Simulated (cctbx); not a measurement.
# Accept or mend?

Cell a = 5.3720 Å, b = 8.5930 Å, c = 4.0520 Å, α = 90.00°, β = 90.00°, γ = 90.00°; space group Cmmm (no. 65). The compound is YGeRh4.

Simulated single-crystal data (cctbx): Mo Kα, λ = 0.71073 Å, to d = 0.6 Å, 95 % of the full sphere, strongest reflection 20000 counts, noise from counting, a 6 % proportional error and a noise floor of 2 counts (s.d.); no absorption.

An anisotropic refinement with weights 1/σ² prints:

```text
Rint 0.044, 21 unique reflections to 1.61 A
cycle     R1     wR2    GooF  max shift (A)
   1  0.0281  0.0576   2.762   0.00560
   2  0.0109  0.0212   1.017   0.00000
final R1 0.0109 wR2 0.0212 GooF 1.017  parameters 14  data/parameter 1.5
atom        x        y        z      Ueq    occ   su(xyz)  su(Uiso or U11)
Rh1    0.25000  0.25000  0.50000   0.0131  1.000  0.00000  0.0056
Rh2    0.50000  0.83756  0.00000   0.0279  1.000  0.00048  0.0063
Y1     0.00000  0.00000  0.00000   0.0199  1.000  0.00000  0.0076
Ge1    0.50000  0.00000  0.50000   0.0211  1.000  0.00000  0.0079
difference map: max 0.26 min -0.16 rms 0.09
Q1    0.2753  0.0000  0.0000    4    0.26  1.48 A from Y1
Q2    0.0000  0.0000  0.5000    2    0.26  2.03 A from Y1
Q3    0.0000  0.4261  0.5000    4    0.21  0.63 A from Ge1
Q4    0.0000  0.2583  0.0000    4    0.19  0.68 A from Rh2
```

Q: Accept it or mend it, and why?

Mend it. The fault: data cut at low resolution. Against the right model at the same level, R1 goes from 0.0171 to 0.0109 and GooF from 0.96 to 1.02. The atoms are right, but there are too few data for the parameters: R1 flatters and the s.u.s grow. Data per parameter fall from 20.4 to 1.5.

The compound is YGeRh4. The right model at the same level gives:

```text
Rint 0.049, 286 unique reflections to 0.60 A
cycle     R1     wR2    GooF  max shift (A)
   1  0.0523  0.1544   3.762   0.00073
   2  0.0171  0.0393   0.957   0.00000
final R1 0.0171 wR2 0.0393 GooF 0.957  parameters 14  data/parameter 20.4
atom        x        y        z      Ueq    occ   su(xyz)  su(Uiso or U11)
Rh1    0.25000  0.25000  0.50000   0.0171  1.000  0.00000  0.0001
Rh2    0.50000  0.83700  0.00000   0.0293  1.000  0.00005  0.0002
Y1     0.00000  0.00000  0.00000   0.0219  1.000  0.00000  0.0003
Ge1    0.50000  0.00000  0.50000   0.0255  1.000  0.00000  0.0003
difference map: max 0.84 min -0.83 rms 0.27
Q1    0.1945  0.1662  0.5000    8    0.88  0.78 A from Rh1
Q2    0.1376  0.2836  0.5000    8    0.81  0.67 A from Rh1
Q3    0.0000  0.3940  0.5000    4    0.80  0.91 A from Ge1
Q4    0.1393  0.5000  0.5000    4    0.78  0.75 A from Ge1
Q5    0.2391  0.4060  0.5000    8    0.78  1.34 A from Rh1
Q6    0.0801  0.1957  0.0000    8    0.77  1.29 A from Rh2
```

Isotropic U is held between 0.0001 and 1 Å² by the program, and listed peak heights are interpolated, so they can pass the grid's maximum.

The model was made for the exercise: a known structure type with other elements put in, its volume estimated, not relaxed; displacement parameters are assumed.

[Middle refinement cycles are left out of these outputs.]

[Logs are printed without paths, hosts, clocks, repeated set-up lines and the standing remarks that a program may print on its own settings, such as how far it seeks lower states.]
